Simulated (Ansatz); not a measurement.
**Al wire along [110], 19 atoms a period: bands along the axis**

Aim: is the Al wire along [110], 19 atoms a period a metal or a semiconductor?

Method: DFT PBE, plane waves, PAW; relaxation of a wire's period; PAW set soft_1, in the first sound run; inputs show where later runs differ, in Ansatz 0.2.0.

## (1) The starting structure

The cell holds 19 atoms: 19 Al. Its edges and angles: a = 14.880 Å, b = 18.227 Å, c = 2.857 Å, α = 90.0°, β = 90.0°, γ = 90.0°. Vacuum lies along a and b. The structure's axis is c.

## (2) Relaxation of atoms and period

Band widths follow the bond lengths, so the wire is relaxed first. The atoms and the third cell vector are free; the box across stays fixed as vacuum. A Fermi-Dirac smearing is set since the result may be a metal. The pressure printed is a third of the stress's trace over the whole box, vacuum included; only the stress along the axis is relaxed.

Contents of input.yaml:

```yaml
crystal:
  lattice:
    - [14.88, 0.0, 0.0]
    - [0.0, 18.227, 0.0]
    - [0.0, 0.0, 2.856711396]
  atoms:
    - { symbol: Al, position: [0.228494624, 0.34326611, 0.0] }
    - { symbol: Al, position: [0.228494624, 0.499995764, 0.0] }
    - { symbol: Al, position: [0.5, 0.34326611, 0.0] }
    - { symbol: Al, position: [0.5, 0.186536457, 0.0] }
    - { symbol: Al, position: [0.5, 0.499995764, 0.0] }
    - { symbol: Al, position: [0.771505376, 0.34326611, 0.0] }
    - { symbol: Al, position: [0.771505376, 0.499995764, 0.0] }
    - { symbol: Al, position: [0.364247312, 0.264901284, 0.5] }
    - { symbol: Al, position: [0.364247312, 0.421630937, 0.5] }
    - { symbol: Al, position: [0.364247312, 0.578360591, 0.5] }
    - { symbol: Al, position: [0.364247312, 0.735090244, 0.5] }
    - { symbol: Al, position: [0.635752688, 0.264901284, 0.5] }
    - { symbol: Al, position: [0.635752688, 0.421630937, 0.5] }
    - { symbol: Al, position: [0.635752688, 0.578360591, 0.5] }
    - { symbol: Al, position: [0.635752688, 0.735090244, 0.5] }
    - { symbol: Al, position: [0.228494624, 0.656725418, 0.0] }
    - { symbol: Al, position: [0.5, 0.656725418, 0.0] }
    - { symbol: Al, position: [0.5, 0.813455071, 0.0] }
    - { symbol: Al, position: [0.771505376, 0.656725418, 0.0] }
kpoints:
  mp_grid: { grid: [1, 1, 29] }
scf:
  occupations: { method: fermi_dirac, width: 0.05 }
hamiltonian:
  xc: pbe
  pseudopotentials: { kind: paw, azcp: { folder: soft_1 } }
relax:
  cell: { fix: [a, b, alpha, beta, gamma] }
  max_steps: 45
  f_tol: 0.03
```

On the command line:

```
$ ansatz run input.yaml --threads 4 --pin off --max-ram 16384MiB --backend cpu --events-out ev --progress --plain --runs-dir out
```

Numbers of over 12 decimals in the logs are rounded to 6 here.

The program printed:

```text
Engine: ansatz 0.2.0, aarch64-unknown-linux-gnu
Pseudopotentials: kind: paw
Pseudopotential: Al, paw, valence charge 3, recommended cutoff 420 eV (normal), soft_1/Al.paw.azcp
Functional definition: PBE
  parameter kappa = 0.804
  parameter beta = 0.066725
  exchange = pbe_x(kappa = kappa, mu = beta*pi^2/3)
  correlation = pbe_c(beta = beta)
Crystal: 19 atoms, lattice volume = 774.791 Å³
Basis set: ecut = 420 eV, 15153 PW (Γ), exchange–correlation on 200×250×40 points (8 copies of the dense FFT grid, shifted against one another)
Bands: 48, of which v1, the nominal top of the filled ones, is band 29 counted from 1 (28 counted from 0)
Symmetry: 8 space group operations
Space group: Pmmm (ITA 47), of the structure as read, at distance tolerance 9.2e-5 Å
k-points: 15 of 29
Non-local potential: Al, projectors of the file, l = 0: 2, l = 1: 2, l = 2: 1
PAW form: soft (Blöchl's): semilocal exchange-correlation on the pseudo side does not see the compensation charge
PAW one-centre angular grid: Al, 110 points (default); XC on 64 Gauss nodes
Initial density: superposition of atomic densities (neutral atoms: chi_scale 0, normalization atom)
Initial wavefunctions: pseudopotential atomic-orbital guess
Functional: x = pbe(κ = 0.804, μ = 0.219515), c = pbe(β = 0.066725)
SCF iter   1: F=—  HF=-10209.963947 eV  |F-HF|=—  |Δ(HF+E_count)|=         —  Δρ=1.95e-2  dr2=3.29e1  ethr=3.10e-3  ⟨swp⟩=8.9  Hψ=4311  notcnv=0  defer=21
preconditioner: auto → LDOS  [metal: Δε(μ)=0.027 eV  Ē_g=6.295 eV  σ=0.050 eV  W_gap=0.13  n_scr=66 (ndim 8)  ℏωp=10.1 eV  f_vac=0.350  D(μ)=8.50/eV (n_scr^D=42)  β→1.0]
SCF iter   2: F=—  HF=-10206.509991 eV  |F-HF|=—  |Δ(HF+E_count)|=    3.45e0  Δρ=1.10e-2  dr2=5.62e0  ethr=3.10e-3  ⟨swp⟩=4.7  Hψ=1948  notcnv=0  defer=109
SCF iter   3: F=—  HF=-10206.070675 eV  |F-HF|=—  |Δ(HF+E_count)|=   4.39e-1  Δρ=1.95e-3  dr2=1.75e-1  ethr=3.10e-3  ⟨swp⟩=3.5  Hψ=1388  notcnv=0  defer=110
SCF iter   4: F=—  HF=-10206.048843 eV  |F-HF|=—  |Δ(HF+E_count)|=   2.18e-2  Δρ=4.97e-4  dr2=7.04e-3  ethr=3.07e-4  ⟨swp⟩=3.3  Hψ=1292  notcnv=0  defer=102
SCF iter   5: F=—  HF=-10206.048643 eV  |F-HF|=—  |Δ(HF+E_count)|=   2.00e-4  Δρ=1.35e-4  dr2=3.42e-4  ethr=1.23e-5  ⟨swp⟩=2.1  Hψ=1066  notcnv=0  defer=102
SCF iter   6: F=—  HF=-10206.048745 eV  |F-HF|=—  |Δ(HF+E_count)|=   1.02e-4  Δρ=3.22e-5  dr2=2.87e-5  ethr=5.99e-7  ⟨swp⟩=2.3  Hψ=1022  notcnv=0  defer=102
SCF iter   7: F=—  HF=-10206.048496 eV  |F-HF|=—  |Δ(HF+E_count)|=   2.49e-4  Δρ=7.63e-6  dr2=9.68e-7  ethr=5.03e-8  ⟨swp⟩=2.1  Hψ=1023  notcnv=0  defer=102
SCF iter   8: F=-10206.048496 eV  HF=-10206.048496 eV  |F-HF|=4.47e-8  |Δ(HF+E_count)|=   2.54e-7  Δρ=1.91e-6  dr2=7.50e-8  ethr=1.75e-10  ⟨swp⟩=6.1  Hψ=2617  notcnv=0
SCF 1 converged in 8 iterations: F = -10206.048496 eV  dr2 = 7.50e-8
  greatest PAW one-centre occupation: 0.488 electrons in one spin orbital (limit 2), on the Al atom at site 17 (counted from 0), in its partial waves of l = 0
relax step   1: F+E_penalty+E_count = -10206.04849623 eV  Δ(F+E_penalty+E_count) = +0.000e0 eV  max|allowed force component| = 1.733e-1 eV/Å  Δτ_max = 0.0000 Å  P = -1.002 GPa  Ω = 774.791 Å³  fix = [a, b, alpha, beta, gamma]  reactions: a +0.215, b -0.573 GPa  (8 SCF iters, dr2 threshold 1.00e-7 eV, accepted)
Crystal: 19 atoms, lattice volume = 737.129 Å³
Basis set: ecut = 420 eV, 14545 PW (Γ), exchange–correlation on 200×250×40 points (8 copies of the dense FFT grid, shifted against one another)
Initial density: handed on by an earlier stage of this run
Initial wavefunctions: those handed on with the density
iter 1 solved again at ethr=7.83e-4 eV; its pass at ethr=3.10e-3 eV (dr2=4.46e-1 eV) is discarded
SCF iter   1: F=—  HF=-10206.479429 eV  |F-HF|=—  |Δ(HF+E_count)|=         —  Δρ=3.53e-3  dr2=4.59e-1  ethr=7.83e-4  ⟨swp⟩=4.3  Hψ=3999  notcnv=0
preconditioner: auto → LDOS  [metal: Δε(μ)=0.021 eV  Ē_g=6.170 eV  σ=0.050 eV  W_gap=0.10  n_scr=70 (ndim 8)  ℏωp=10.3 eV  f_vac=0.381  D(μ)=10.02/eV (n_scr^D=50)  β→1.0]
SCF iter   2: F=—  HF=-10206.407723 eV  |F-HF|=—  |Δ(HF+E_count)|=   7.17e-2  Δρ=1.16e-3  dr2=4.31e-2  ethr=7.83e-4  ⟨swp⟩=3.7  Hψ=1316  notcnv=0  defer=3
SCF iter   3: F=—  HF=-10206.407488 eV  |F-HF|=—  |Δ(HF+E_count)|=   2.34e-4  Δρ=4.23e-4  dr2=5.94e-3  ethr=7.57e-5  ⟨swp⟩=2.2  Hψ=1338  notcnv=0  defer=13
SCF iter   4: F=—  HF=-10206.406884 eV  |F-HF|=—  |Δ(HF+E_count)|=   6.04e-4  Δρ=1.35e-4  dr2=5.33e-4  ethr=1.04e-5  ⟨swp⟩=2.4  Hψ=1151  notcnv=0  defer=14
SCF iter   5: F=—  HF=-10206.406420 eV  |F-HF|=—  |Δ(HF+E_count)|=   4.64e-4  Δρ=3.83e-5  dr2=4.10e-5  ethr=9.35e-7  ⟨swp⟩=2.2  Hψ=1011  notcnv=0  defer=14
SCF iter   6: F=-10206.406416 eV  HF=-10206.406416 eV  |F-HF|=5.71e-7  |Δ(HF+E_count)|=   3.98e-6  Δρ=7.84e-6  dr2=1.20e-6  ethr=3.33e-9  ⟨swp⟩=4.2  Hψ=3059  notcnv=0
SCF 2 converged in 6 iterations: F = -10206.406416 eV  dr2 = 1.20e-6
  greatest PAW one-centre occupation: 0.484 electrons in one spin orbital (limit 2), on the Al atom at site 18 (counted from 0), in its partial waves of l = 0
relax step   2: F+E_penalty+E_count = -10206.40641568 eV  Δ(F+E_penalty+E_count) = -3.579e-1 eV  max|allowed force component| = 1.042e-1 eV/Å  Δτ_max = 0.1173 Å  P = +0.263 GPa  Ω = 737.129 Å³  energy of the carried Pulay correction = +3.431e-3 eV  fix = [a, b, alpha, beta, gamma]  reactions: a +0.226, b +0.243 GPa  (6 SCF iters, dr2 threshold 1.90e-6 eV, accepted)
Crystal: 19 atoms, lattice volume = 739.527 Å³
Basis set: ecut = 420 eV, 14553 PW (Γ), exchange–correlation on 200×250×40 points (8 copies of the dense FFT grid, shifted against one another)
iter 1 solved again at ethr=2.45e-4 eV; its pass at ethr=3.10e-3 eV (dr2=1.40e-1 eV) is discarded
SCF iter   1: F=—  HF=-10206.431733 eV  |F-HF|=—  |Δ(HF+E_count)|=         —  Δρ=1.10e-3  dr2=1.36e-1  ethr=2.45e-4  ⟨swp⟩=3.6  Hψ=2871  notcnv=0  defer=4
preconditioner: auto → LDOS  [metal: Δε(μ)=0.012 eV  Ē_g=6.094 eV  σ=0.050 eV  W_gap=0.06  n_scr=70 (ndim 8)  ℏωp=10.3 eV  f_vac=0.383  D(μ)=8.82/eV (n_scr^D=50)  β→1.0]
SCF iter   2: F=—  HF=-10206.421049 eV  |F-HF|=—  |Δ(HF+E_count)|=   1.07e-2  Δρ=3.82e-4  dr2=1.83e-3  ethr=2.39e-4  ⟨swp⟩=2.4  Hψ=886  notcnv=0  defer=1
SCF iter   3: F=—  HF=-10206.421032 eV  |F-HF|=—  |Δ(HF+E_count)|=   1.73e-5  Δρ=9.70e-5  dr2=5.21e-4  ethr=3.21e-6  ⟨swp⟩=2.5  Hψ=1298  notcnv=0  defer=4
SCF iter   4: F=—  HF=-10206.420593 eV  |F-HF|=—  |Δ(HF+E_count)|=   4.39e-4  Δρ=3.43e-5  dr2=9.05e-5  ethr=9.15e-7  ⟨swp⟩=1.6  Hψ=866  notcnv=0  defer=4
SCF iter   5: F=—  HF=-10206.420589 eV  |F-HF|=—  |Δ(HF+E_count)|=   3.04e-6  Δρ=7.55e-6  dr2=1.83e-6  ethr=1.59e-7  ⟨swp⟩=1.7  Hψ=736  notcnv=0  defer=4
SCF iter   6: F=-10206.420590 eV  HF=-10206.420590 eV  |F-HF|=5.20e-8  |Δ(HF+E_count)|=   6.46e-7  Δρ=2.02e-6  dr2=9.89e-8  ethr=1.19e-9  ⟨swp⟩=5.9  Hψ=2555  notcnv=0
SCF 3 converged in 6 iterations: F = -10206.420590 eV  dr2 = 9.89e-8
relax step   3: F+E_penalty+E_count = -10206.42059008 eV  Δ(F+E_penalty+E_count) = -1.417e-2 eV  max|allowed force component| = 3.737e-2 eV/Å  Δτ_max = 0.0546 Å  P = -0.018 GPa  Ω = 739.527 Å³  energy of the carried Pulay correction = +3.208e-3 eV  fix = [a, b, alpha, beta, gamma]  reactions: a +0.040, b -0.025 GPa  (6 SCF iters, dr2 threshold 6.79e-7 eV, accepted)
Crystal: 19 atoms, lattice volume = 739.138 Å³
iter 1 solved again at ethr=8.08e-6 eV; its pass at ethr=3.10e-3 eV (dr2=4.61e-3 eV) is discarded
SCF iter   1: F=—  HF=-10206.422078 eV  |F-HF|=—  |Δ(HF+E_count)|=         —  Δρ=2.26e-4  dr2=4.89e-3  ethr=8.08e-6  ⟨swp⟩=1.6  Hψ=2417  notcnv=0
preconditioner: auto → LDOS  [metal: Δε(μ)=0.012 eV  Ē_g=6.112 eV  σ=0.050 eV  W_gap=0.06  n_scr=70 (ndim 8)  ℏωp=10.3 eV  f_vac=0.384  D(μ)=9.51/eV (n_scr^D=50)  β→1.0]
SCF iter   2: F=—  HF=-10206.421649 eV  |F-HF|=—  |Δ(HF+E_count)|=   4.29e-4  Δρ=8.80e-5  dr2=1.17e-4  ethr=8.08e-6  ⟨swp⟩=1.3  Hψ=732  notcnv=0
SCF iter   3: F=—  HF=-10206.421640 eV  |F-HF|=—  |Δ(HF+E_count)|=   8.24e-6  Δρ=3.07e-5  dr2=3.51e-5  ethr=2.05e-7  ⟨swp⟩=2.4  Hψ=1217  notcnv=0
SCF iter   4: F=—  HF=-10206.421222 eV  |F-HF|=—  |Δ(HF+E_count)|=   4.19e-4  Δρ=5.62e-6  dr2=5.72e-7  ethr=6.16e-8  ⟨swp⟩=2.1  Hψ=1002  notcnv=0
SCF iter   5: F=-10206.421222 eV  HF=-10206.421222 eV  |F-HF|=6.93e-10  |Δ(HF+E_count)|=   1.12e-8  Δρ=1.58e-6  dr2=3.11e-8  ethr=1.53e-10  ⟨swp⟩=6.2  Hψ=2643  notcnv=0
SCF 4 converged in 5 iterations: F = -10206.421222 eV  dr2 = 3.11e-8
  greatest PAW one-centre occupation: 0.483 electrons in one spin orbital (limit 2), on the Al atom at site 18 (counted from 0), in its partial waves of l = 0
relax step   4: F+E_penalty+E_count = -10206.42122160 eV  Δ(F+E_penalty+E_count) = -6.315e-4 eV  max|allowed force component| = 6.214e-3 eV/Å  Δτ_max = 0.0113 Å  P = +0.045 GPa  Ω = 739.138 Å³  energy of the carried Pulay correction = +3.244e-3 eV  fix = [a, b, alpha, beta, gamma]  reactions: a +0.132, b -0.008 GPa  (5 SCF iters, dr2 threshold 8.73e-8 eV, accepted)
Initial wavefunctions: pseudopotential atomic-orbital guess (no wavefunctions were taken with the density)
iter 1 solved again at ethr=5.82e-6 eV; its pass at ethr=3.10e-3 eV (dr2=3.32e-3 eV) is discarded
SCF iter   1: F=—  HF=-10206.419538 eV  |F-HF|=—  |Δ(HF+E_count)|=         —  Δρ=1.86e-5  dr2=7.67e-7  ethr=5.82e-6  ⟨swp⟩=5.3  Hψ=6555  notcnv=0  defer=12
eigensolver tolerance schedule: the retry pair's looser diagonalisation over-reported the residual by 4324.96 of it (diagonalisation noise at an unbounded share of the residual, at the tolerance the schedule requests for it); recorded, not acted on — ethr = c·dr2/N_el stays at c = 1.0e-1
preconditioner: auto → LDOS  [metal: Δε(μ)=0.007 eV  Ē_g=6.107 eV  σ=0.050 eV  W_gap=0.04  n_scr=70 (ndim 8)  ℏωp=10.3 eV  f_vac=0.384  D(μ)=9.42/eV (n_scr^D=50)  β→1.0]
SCF iter   2: F=—  HF=-10206.419142 eV  |F-HF|=—  |Δ(HF+E_count)|=   3.96e-4  Δρ=5.53e-6  dr2=1.16e-6  ethr=1.35e-9  ⟨swp⟩=4.3  Hψ=1977  notcnv=0  defer=8
SCF iter   3: F=—  HF=-10206.419142 eV  |F-HF|=—  |Δ(HF+E_count)|=   1.80e-7  Δρ=1.38e-6  dr2=3.18e-8  ethr=1.35e-9  ⟨swp⟩=2.2  Hψ=912  notcnv=0  defer=6
SCF iter   4: F=—  HF=-10206.419142 eV  |F-HF|=—  |Δ(HF+E_count)|=   5.84e-9  Δρ=2.26e-7  dr2=1.40e-9  ethr=5.58e-11  ⟨swp⟩=2.1  Hψ=1076  notcnv=0  defer=6
SCF iter   5: F=—  HF=-10206.419142 eV  |F-HF|=—  |Δ(HF+E_count)|=  3.22e-10  Δρ=9.09e-8  dr2=1.94e-10  ethr=1.00e-12  ⟨swp⟩=5.9  Hψ=2587  notcnv=0
SCF iter   6: F=-10206.419142 eV  HF=-10206.419142 eV  |F-HF|=5.46e-12  |Δ(HF+E_count)|=  3.64e-12  Δρ=2.24e-8  dr2=1.36e-11  ethr=1.00e-12  ⟨swp⟩=4.9  Hψ=2099  notcnv=0
SCF 5 converged in 6 iterations: F = -10206.419142 eV  dr2 = 1.36e-11
relax step   5: F+E_penalty+E_count = -10206.41914204 eV  Δ(F+E_penalty+E_count) = +2.080e-3 eV  max|allowed force component| = 6.205e-3 eV/Å  Δτ_max = 0.0000 Å  P = +0.039 GPa  Ω = 739.138 Å³  fix = [a, b, alpha, beta, gamma]  reactions: a +0.129, b -0.012 GPa  stress off target by 1.77e-3 GPa on what of the cell is left free  SCF on the basis re-selected at this cell (its energy is not comparable with the rows above)  (6 SCF iters)
basis re-selected at this cell: Δ(F+E_penalty+E_count) = +2.080e-3 eV, ΔP = -0.006 GPa vs the last step (what re-selecting the basis moved, of the pressure what is left beyond the Pulay correction that the steps carried, after the strain that the cell walked since its last selection, with what the two solves' SCF thresholds leave and, on support functions, any second-order correction that the steps lacked; it is no m [...]
SCF converged after 6 iterations
Free energy (F): -10206.419142 eV
Harris-Foulkes:  -10206.419142 eV  (|F-HF|=5.46e-12)
Internal energy: -10206.343528 eV  (E = F + TS)
E sigma→0 (E₀):  -10206.381335 eV
Entropy (-TS):   -0.075614 eV (-3.980 meV/atom)
Fermi energy:    1.092836 eV
--- Per-component energies (eV) ---
  E_band       = -169.525274
  E_kinetic    = 407.460900
  E_local      = -5492.328575  (includes V_loc(G=0)·N_el)
  E_nonlocal   = 195.023633
  E_hartree    = 2661.386726
  E_xc         = -702.407669
  E_vxc        = -535.468215  (∫ρ·V_xc dr)
  E_paw        = -8919.153004  (= ΣΔE_a)
  E_vpaw       = -66.986230  (= ΣTr[D̂ρ^β])
  E_aug_tail   = -0.000040  (compensation charges beyond the density's cutoff)
  E_ewald      = 1643.674501
  E_smearing   = -0.075614  (= −TS)
  E_closure    = 0.000000  (closes the sum)
  Σ components = -10206.419142   (vs F -10206.419142, Δ=0.00e0)
--- Forces (eV/Å), atoms counted from 1 ---
  atom   1  Al    -0.00501464    -0.00041415     0.00000000
  atom   2  Al    -0.00239631     0.00000000     0.00000000
  atom   3  Al     0.00000000    -0.00620512     0.00000000
  atom   4  Al     0.00000000     0.00182252     0.00000000
  atom   5  Al     0.00000000     0.00000000     0.00000000
  atom   6  Al     0.00501464    -0.00041415     0.00000000
  atom   7  Al     0.00239631     0.00000000     0.00000000
  atom   8  Al     0.00188231     0.00325658     0.00000000
  atom   9  Al    -0.00293669    -0.00106995     0.00000000
  atom  10  Al    -0.00293669     0.00106995     0.00000000
  atom  11  Al     0.00188231    -0.00325658     0.00000000
  atom  12  Al    -0.00188231     0.00325658     0.00000000
  atom  13  Al     0.00293669    -0.00106995     0.00000000
  atom  14  Al     0.00293669     0.00106995     0.00000000
  atom  15  Al    -0.00188231    -0.00325658     0.00000000
  atom  16  Al    -0.00501464     0.00041415     0.00000000
  atom  17  Al     0.00000000     0.00620512     0.00000000
  atom  18  Al     0.00000000    -0.00182252     0.00000000
  atom  19  Al     0.00501464     0.00041415     0.00000000
  max |Σ_I F_I| component: 9.22e-19 eV/Å
--- Stress (GPa, compression-positive) ---
        0.128924       0.000000       0.000000
        0.000000      -0.012295       0.000000
        0.000000       0.000000       0.001774
  P = ⅓ Tr σ = 0.0395 GPa (0.395 kbar)
--- Relaxed structure (4 steps of the walk, 4 accepted, 1 SCFs on fresh bases) ---
  F+E_penalty+E_count = -10206.41914204 eV   max|allowed force component| = 6.205e-3 eV/Å   (the final SCF, on the basis selected at the relaxed cell)
  cell:  # Å, volume = 739.1384 Å³
    - [14.88, 0.0, 0.0]
    - [0.0, 18.227, 0.0]
    - [0.0, 0.0, 2.725258]
  atoms:
    - { symbol: Al, position: [0.223246, 0.344402, 0.0] }
    - { symbol: Al, position: [0.221506, 0.499996, 0.0] }
    - { symbol: Al, position: [0.5, 0.344798, 0.0] }
    - { symbol: Al, position: [0.5, 0.193084, 0.0] }
    - { symbol: Al, position: [0.5, 0.499996, 0.0] }
    - { symbol: Al, position: [0.776754, 0.344402, 0.0] }
    - { symbol: Al, position: [0.778494, 0.499996, 0.0] }
    - { symbol: Al, position: [0.356259, 0.264972, 0.500000] }
    - { symbol: Al, position: [0.361595, 0.421247, 0.500000] }
    - { symbol: Al, position: [0.361595, 0.578745, 0.500000] }
    - { symbol: Al, position: [0.356259, 0.735020, 0.500000] }
    - { symbol: Al, position: [0.643741, 0.264972, 0.500000] }
    - { symbol: Al, position: [0.638405, 0.421247, 0.500000] }
    - { symbol: Al, position: [0.638405, 0.578745, 0.500000] }
    - { symbol: Al, position: [0.643741, 0.735020, 0.500000] }
    - { symbol: Al, position: [0.223246, 0.655590, 0.0] }
    - { symbol: Al, position: [0.5, 0.655193, 0.0] }
    - { symbol: Al, position: [0.5, 0.806907, 0.0] }
    - { symbol: Al, position: [0.776754, 0.655590, 0.0] }
```

Elapsed: 39 s, on 4 threads of Arm Neoverse V2, shared host; peak memory 1.5 GiB; 2.5 min of CPU time.

(Continued in part 2 of 2.)

[Logs are printed without paths, hosts, clocks, repeated set-up lines and the standing remarks that a program may print on its own settings, such as how far it seeks lower states.]

[Hosts, paths, dates, database ids (printed as entryN), source tags and the programs' standing remarks are cut or masked in the printed files.]
